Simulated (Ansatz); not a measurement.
# How Ni(110) screens a field

Wanted: the response of a Ni(110) slab to a perpendicular field.

Calculated with Ansatz 0.2.0; plane-wave DFT, PBE, Ansatz PAW.

## (1) The structure

The cell holds 6 atoms: 6 Ni. Cell: a = 3.520 Å, b = 2.489 Å, c = 24.223 Å, α = 90.0°, β = 90.0°, γ = 90.0°. Vacuum lies along c.

## (2) Single point, field 0

A sawtooth potential applies the field, turning back in the middle of the vacuum. With the dipole correction the typed value is the field outside the slab. The induced dipole is small, so the SCF threshold is tight.

input.yaml

```yaml
crystal:
  lattice:
    - [3.52, 0.0, 0.0]
    - [0.0, 2.4890158698, 0.0]
    - [0.0, 0.0, 24.2225396744]
  atoms:
    - { symbol: Ni, position: [0.5, 0.5, 0.3715547635], spin: 0.7 }
    - { symbol: Ni, position: [0.0, 0.0, 0.4229328581], spin: 0.7 }
    - { symbol: Ni, position: [0.5, 0.5, 0.4743109527], spin: 0.7 }
    - { symbol: Ni, position: [0.0, 0.0, 0.5256890473], spin: 0.7 }
    - { symbol: Ni, position: [0.5, 0.5, 0.5770671419], spin: 0.7 }
    - { symbol: Ni, position: [0.0, 0.0, 0.6284452365], spin: 0.7 }
magnetization:
  spin_polarized: true
kpoints:
  mp_grid: { grid: [14, 20, 1] }
hamiltonian:
  xc: pbe
scf:
  occupations: { method: fermi_dirac, width: 0.1 }
  convergence: { dr2_threshold: 1.0e-10 }
efield:
  axis: 3
  dipole_correction: true
  ramp_position: 0.97
  ramp_width: 0.06
  amplitude: 0
output:
  forces: true
  write_potential: true
  write_density: true
  volumetric_format: npy
```

On the command line:

```console
$ ansatz run input.yaml --threads 4 --pin off --max-ram 6144MiB --backend cpu --events-out ev --progress --plain --runs-dir out
```

Planned after this: single point, field 0.05 V/Å; atoms held, field -0.05 V/Å; atoms held, field 0.1 V/Å; atoms held, field -0.1 V/Å; single point, field 0.2 V/Å; atoms held, field -0.2 V/Å; single point, field 0.4 V/Å; the response; varying the input; the same run with other settings: efield.amplitude = -0.2. Settings of the main run: cutoff 420 eV, 14×20×1 k-mesh, Fermi-Dirac occupations, smearing width 0.1 eV, collinear spin, metal Ni, face 110, 6 layers, starting moments 0.7 0.7 0.7 0.7 0.7 0.7 μB.

What does the calculation give for the work function; and image plane, upper face?

In the vacuum the potential turns flat, and its height over the Fermi level, 4.47 eV, is the work function of the face beside that plateau. The induced charge has its centre 1.49 Å outside the outermost atoms; this is the plane from which a capacitor's gap or an image potential counts. The equivalent conductor thickness exceeds the distance between the outer atoms by 2.99 Å, about the sum of the two image-plane distances.

| Item | Value |
| --- | --- |
| work function | 4.47 eV |
| image plane, upper face | 1.49 Å |
| equivalent conductor thickness p/(ε₀AE) | 9.22 Å |

The atoms are held at bulk positions with the tabulated experimental lattice constant. The magnetic order is the one reached from the typed start; other orders were not compared.

[Logs are printed without paths, hosts, clocks, repeated set-up lines and the standing remarks that a program may print on its own settings, such as how far it seeks lower states.]

[Hosts, paths, dates, database ids (printed as entryN), source tags and the programs' standing remarks are cut or masked in the printed files.]

[Maps of the electrostatic potential energy from Ansatz leave out the sawtooth potential of an applied field or a dipole correction, so their vacuum need not be flat; planar profiles and work functions include it.]
